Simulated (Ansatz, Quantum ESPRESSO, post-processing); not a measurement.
# From contact to tunnelling: vacuum gaps between two Li(100) faces, part 2 of 2

How fast does transmission decay with width? The series: vacuum gaps between two Li(100) faces.

Quantum ESPRESSO 7.5; plane-wave DFT, PBE, GBRV ultrasoft pseudopotentials; cross-check by Ansatz 0.2.0 with PAW datasets.

So far. Step 10 (Cross-check with Ansatz, 7 Å): Ansatz finds T = 0.0174 against pwcond's 0.0175. Step 12 (Transmission with pwcond.x, 8 Å): T goes from 0.0175 to 0.00373, a factor of 4.7.

**13. The same in Ansatz, 8 Å**

Level of this step: plane-wave DFT, PBE, Ansatz PAW (Ansatz 0.2.0).

input.yaml

```yaml
crystal:
  lattice:
    - [3.44, 0.0, 0.0]
    - [0.0, 3.44, 0.0]
    - [0.0, 0.0, 33.8]
  atoms:
    - { symbol: Li, position: [0.0, 0.0, 0.0] }
    - { symbol: Li, position: [0.5, 0.5, 0.050887574] }
    - { symbol: Li, position: [0.0, 0.0, 0.1017751479] }
    - { symbol: Li, position: [0.5, 0.5, 0.1526627219] }
    - { symbol: Li, position: [0.0, 0.0, 0.2035502959] }
    - { symbol: Li, position: [0.5, 0.5, 0.2544378698] }
    - { symbol: Li, position: [0.0, 0.0, 0.3053254438] }
    - { symbol: Li, position: [0.5, 0.5, 0.3562130178] }
    - { symbol: Li, position: [0.0, 0.0, 0.5928994083] }
    - { symbol: Li, position: [0.5, 0.5, 0.6437869822] }
    - { symbol: Li, position: [0.0, 0.0, 0.6946745562] }
    - { symbol: Li, position: [0.5, 0.5, 0.7455621302] }
    - { symbol: Li, position: [0.0, 0.0, 0.7964497041] }
    - { symbol: Li, position: [0.5, 0.5, 0.8473372781] }
    - { symbol: Li, position: [0.0, 0.0, 0.8982248521] }
    - { symbol: Li, position: [0.5, 0.5, 0.949112426] }
kpoints:
  mp_grid: { grid: [7, 7, 1] }
hamiltonian:
  xc: pbe
scf:
  occupations: { method: fermi_dirac, width: 0.1 }
  convergence: { dr2_threshold: 1.0e-08 }
output:
  transmission: { leads: [[0, 2]], e_range: [-0.4, 0.4], de: 0.4, kmesh: [8, 8] }
  write_potential: true
  write_density: true
  volumetric_format: npy
```

Launch:

```sh
$ ansatz run input.yaml --threads 4 --pin off --max-ram 8192MiB --backend cpu --events-out ev --progress --plain --runs-dir out
```

Wall time 28 s (4 threads of Arm Neoverse N1, shared host); peak memory 0.8 GiB; 94 s of CPU time.

Numbers from this step:

| Quantity | Value |
| --- | --- |
| free energy | -3274.3540 eV |
| energy at zero smearing | -3274.2091 eV |
| smearing term TS | 0.2896 eV |
| Fermi energy | 0.3379 eV |
| transmission at the Fermi level, one spin | 0.003689 |

Per spin; mean over the k mesh across the current. Transmission, zone mean against energy, zero at the Fermi level:

```csv
energy (eV),"transmission, zone mean"
-0.400,0.00151
0.000,0.00369
0.400,0.00837
```

Ansatz finds T = 0.00369 against pwcond's 0.00373.

**14. Self-consistent run, 9 Å**

Level of this step: plane-wave DFT, PBE, GBRV ultrasoft pseudopotentials (Quantum ESPRESSO 7.5).

j4.scf.in

```
&control
  prefix = 'j4.scf'
  outdir = './out'
  pseudo_dir = './pseudo'
  calculation = 'scf'
  tprnfor = .true.
/
&system
  ibrav = 0
  nat = 16
  ntyp = 1
  ecutwfc = 40
  ecutrho = 200
  occupations = 'smearing'
  smearing = 'mv'
  degauss = 0.01
/
&electrons
  conv_thr = 1e-07
  mixing_beta = 0.25
  electron_maxstep = 120
  mixing_mode = 'local-TF'
/
ATOMIC_SPECIES
  Li  6.9400  li_pbe_v1.4.uspp.F.UPF
CELL_PARAMETERS angstrom
  3.44000000000000 0.00000000000000 0.00000000000000
  0.00000000000000 3.44000000000000 0.00000000000000
  0.00000000000000 0.00000000000000 34.80000000000000
ATOMIC_POSITIONS crystal
  Li  0.000000000000 0.000000000000 0.000000000000
  Li  0.500000000000 0.500000000000 0.049425287356
  Li  0.000000000000 0.000000000000 0.098850574713
  Li  0.500000000000 0.500000000000 0.148275862069
  Li  0.000000000000 0.000000000000 0.197701149425
  Li  0.500000000000 0.500000000000 0.247126436782
  Li  0.000000000000 0.000000000000 0.296551724138
  Li  0.500000000000 0.500000000000 0.345977011494
  Li  0.000000000000 0.000000000000 0.604597701149
  Li  0.500000000000 0.500000000000 0.654022988506
  Li  0.000000000000 0.000000000000 0.703448275862
  Li  0.500000000000 0.500000000000 0.752873563218
  Li  0.000000000000 0.000000000000 0.802298850575
  Li  0.500000000000 0.500000000000 0.851724137931
  Li  0.000000000000 0.000000000000 0.901149425287
  Li  0.500000000000 0.500000000000 0.950574712644
K_POINTS automatic
  7 7 1 0 0 0
```

Launch:

```sh
$ OMP_NUM_THREADS=1 mpirun -n 4 pw.x -nk 2 -in j4.scf.in > j4.scf.out
```

Elapsed: 2 min, on 4 MPI ranks; peak memory 0.52 GiB; 8 min of CPU time.

Numbers from this step:

```
free energy  : -3149.6524 eV
Fermi energy : 0.1712 eV
```

**15. Transmission with pwcond.x, 9 Å**

j4.cond.in

```
&inputcond
  outdir = './out'
  prefixt = 'j4.scf'
  tran_file = 'j4.cond.dat'
  bdl = 2.0000000000
  bds = 10.1162790698
  ikind = 1
  ewind = 4.0
  epsproj = 1e-05
  nz1 = 7
  energy0 = 0.4
  denergy = -0.4
/
15
  0.00000000 0.00000000 0.01562500
  0.00000000 0.12500000 0.06250000
  0.00000000 0.25000000 0.06250000
  0.00000000 0.37500000 0.06250000
  0.00000000 0.50000000 0.03125000
  0.12500000 0.12500000 0.06250000
  0.12500000 0.25000000 0.12500000
  0.12500000 0.37500000 0.12500000
  0.12500000 0.50000000 0.06250000
  0.25000000 0.25000000 0.06250000
  0.25000000 0.37500000 0.12500000
  0.25000000 0.50000000 0.06250000
  0.37500000 0.37500000 0.06250000
  0.37500000 0.50000000 0.06250000
  0.50000000 0.50000000 0.01562500
3
```

Launch:

```sh
$ OMP_NUM_THREADS=1 mpirun -n 4 pwcond.x -in j4.cond.in > j4.cond.out
```

Wall time 58 s (4 MPI ranks); peak memory 0.25 GiB; 3.9 min of CPU time.

This step gave:

* transmission at the Fermi level, one spin: 7.60e-4
* conductance: 7.60e-4 G₀

Per spin; mean over the k mesh across the current. Table of transmission, zone mean by energy, zero at the Fermi level:

```csv
energy (eV),"transmission, zone mean"
-0.400,2.7e-4
0.000,7.6e-4
0.400,0.00196
```

T goes from 0.00373 to 7.6e-4, a factor of 4.9.

**16. Cross-check with Ansatz, 9 Å**

Level of this step: plane-wave DFT, PBE, Ansatz PAW (Ansatz 0.2.0).

input.yaml

```yaml
crystal:
  lattice:
    - [3.44, 0.0, 0.0]
    - [0.0, 3.44, 0.0]
    - [0.0, 0.0, 34.8]
  atoms:
    - { symbol: Li, position: [0.0, 0.0, 0.0] }
    - { symbol: Li, position: [0.5, 0.5, 0.0494252874] }
    - { symbol: Li, position: [0.0, 0.0, 0.0988505747] }
    - { symbol: Li, position: [0.5, 0.5, 0.1482758621] }
    - { symbol: Li, position: [0.0, 0.0, 0.1977011494] }
    - { symbol: Li, position: [0.5, 0.5, 0.2471264368] }
    - { symbol: Li, position: [0.0, 0.0, 0.2965517241] }
    - { symbol: Li, position: [0.5, 0.5, 0.3459770115] }
    - { symbol: Li, position: [0.0, 0.0, 0.6045977011] }
    - { symbol: Li, position: [0.5, 0.5, 0.6540229885] }
    - { symbol: Li, position: [0.0, 0.0, 0.7034482759] }
    - { symbol: Li, position: [0.5, 0.5, 0.7528735632] }
    - { symbol: Li, position: [0.0, 0.0, 0.8022988506] }
    - { symbol: Li, position: [0.5, 0.5, 0.8517241379] }
    - { symbol: Li, position: [0.0, 0.0, 0.9011494253] }
    - { symbol: Li, position: [0.5, 0.5, 0.9505747126] }
kpoints:
  mp_grid: { grid: [7, 7, 1] }
hamiltonian:
  xc: pbe
scf:
  occupations: { method: fermi_dirac, width: 0.1 }
  convergence: { dr2_threshold: 1.0e-08 }
output:
  transmission: { leads: [[0, 2]], e_range: [-0.4, 0.4], de: 0.4, kmesh: [8, 8] }
  write_potential: true
  write_density: true
  volumetric_format: npy
  elf: true
```

Launch:

```sh
$ ansatz run input.yaml --threads 4 --pin off --max-ram 8192MiB --backend cpu --events-out ev --progress --plain --runs-dir out
```

Elapsed: 30 s, on 4 threads; peak memory 0.85 GiB.

This step gave:

```
free energy                                  : -3274.3540 eV
energy at zero smearing                      : -3274.2094 eV
smearing term TS                             : 0.2892 eV
Fermi energy                                 : 0.2409 eV
transmission at the Fermi level, one spin    : 7.47e-4
step of the lead's Hamiltonian over a period : 12 meV
```

Per spin; mean over the k mesh across the current. Table of transmission, zone mean by energy, zero at the Fermi level:

```csv
energy (eV),"transmission, zone mean"
-0.400,2.7e-4
0.000,7.5e-4
0.400,0.00193
```

Ansatz finds T = 7.5e-4 against pwcond's 7.6e-4.

**17. The series side by side**

All levels:

```csv
level,T by pwcond,T by Ansatz,lead channels,CPU time (s)
5 Å,0.2382,0.2389,1.203,528.8
6 Å,0.07754,0.0775,1.203,558
7 Å,0.01754,0.01739,1.203,496.1
8 Å,0.003727,0.003689,1.203,573.3
9 Å,7.60e-4,7.47e-4,1.203,711.8
```

**18. A check by hand**

For the narrowest barrier, the Landauer sum over the mesh, Σ w T = 0.1250 × 0.421 + 0.0625 × 0.791 + 0.0625 × 0.709 + … = 0.2382.

G = 0.238 × 77.48 µS = 18.5 µS a cell. Times the area of 11.834 Å², the resistance-area product is A/G = 6.41 fΩ m², the leads' contact resistance included.

Free electrons at 1 an atom (4 atoms in 81.4 Å³) have k_F = 1.133 1/Å and offer A k_F²/4π = 1.21 channels per spin; the lead has 1.20 on this mesh.

κ = ln(T₁/T₂)/(2Δd) = ln(0.003727/0.00076)/(2 × 1 Å) = 0.79 1/Å.

**19. Outcome**

```json
{
  "conductance a cell at 5 Å": "0.238 G₀",
  "conductance a cell at 6 Å": "0.0775 G₀",
  "conductance a cell at 7 Å": "0.0175 G₀",
  "conductance a cell at 8 Å": "0.00373 G₀",
  "conductance a cell at 9 Å": "7.6e-4 G₀",
  "fall of ln T per Å over the last interval": "1.59"
}
```

In words: The conductance goes from 0.238 G₀ at 5 Å to 7.6e-4 G₀ at 9 Å (PBE, GBRV ultrasoft). Interval by interval ln T falls by 1.12, 1.49, 1.55 and 1.59 per Å. The last interval gives κ = 0.79 1/Å in T ∝ exp(−2κd), an apparent barrier of (κ/0.512)² = 2.4 eV. Ansatz follows the series within a factor of 1.02. Points with over 2.5 times the mean carry up to 79 % of T, so the means lean on few points, and the mesh was not tested. The geometries are as built, not relaxed, and the leads are short. Semilocal functionals lack the image potential in a vacuum gap.

[Logs are printed without paths, hosts, clocks, repeated set-up lines and the standing remarks that a program may print on its own settings, such as how far it seeks lower states.]

[Hosts, paths, dates, database ids (printed as entryN), source tags and the programs' standing remarks are cut or masked in the printed files.]

[Maps of the electrostatic potential energy from Ansatz leave out the sawtooth potential of an applied field or a dipole correction, so their vacuum need not be flat; planar profiles and work functions include it.]
